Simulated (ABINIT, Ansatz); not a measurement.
Entries from a set of simulations; values are calculated unless marked as measured.

```xyz
5
Lattice="3.486 -2.476 0.000 3.486 2.476 0.000 -1.714 0.000 4.085" Properties=species:S:1:pos:R:3 pbc="T T T" subject="H3BrO (Cm): G0W0 with ABINIT, start to end" method="RPA screening on PBEsol, plane waves, norm-conserving pseudopotentials (and 2 further levels or steps)" program="ABINIT 10.8.3" settings="cutoff 36 Ha, PseudoDojo scalar-relativistic 0.4.1 standard, norm-conserving, ngkpt (4, 4, 2), nband 42, ecuteps 3.6 Ha, inclvkb 2, shiftk (0, 0, 0), symchi 1, awtr 1, frequency ppm, 4×4×2 k-mesh" cost="5 runs, 2.7 min in all on 4 MPI ranks of Intel Xeon Platinum 8175M at 2.50GHz (Skylake/Cascade Lake), shared host" notes="The program’s warnings: nkpt*nsppol () is not a multiple of nproc spkpt (). The cell and positions are those that the Materials Project relaxed with its own functionals (PBE, PBE+U or r2SCAN), kept fixed. Limits: no spin-orbit coupling. The 4×4×2 mesh is coarse for this cell, which bears on the long-range parts of exchange and screening." pbesol_gap="4.31 eV, direct" g0w0_gap_on_the_mesh="6.60 eV" gw_settings="4×4×2 mesh, 42 bands, screening to 98 eV, Godby-Needs plasmon pole" known_limits="short of the basis limit; no spin-orbit coupling; coarse k mesh"
H     1.589    0.000    1.440
H     2.148   -0.829    2.778
H     2.148    0.829    2.778
Br   -1.583    0.000    4.038
O     2.290    0.000    2.191
```

[Long decimals in the printed logs are rounded to 6 places.]

[Logs are printed without paths, hosts, clocks, repeated set-up lines and the standing remarks that a program may print on its own settings, such as how far it seeks lower states.]

[Paths, hosts, dates, memory and timing lines, banners, echoed tables and standing remarks are left out of the program output; an Ansatz launch command may be rebuilt from the run's recorded settings. Measured values are a selection of at most five: reports struck by readers or far from the other reports are left out. None is set beside runs whose start may be inverted or whose files or cutoffs have a known fault.]

[Runs of the session that timed out or met a known fault of the program may be left out.]

[Hosts, paths, dates, database ids (printed as entryN), source tags and the programs' standing remarks are cut or masked in the printed files.]

[G0W0 gaps are taken among the corrected bands and points alone; a level outside them can change the order at an edge.]

[Where Ansatz stands beside ABINIT at settings called matched, ABINIT's density can come from a denser mesh and the files from another edition; pairs whose starting gaps differed by over 0.03 eV were left out, so agreement reads better than it is.]
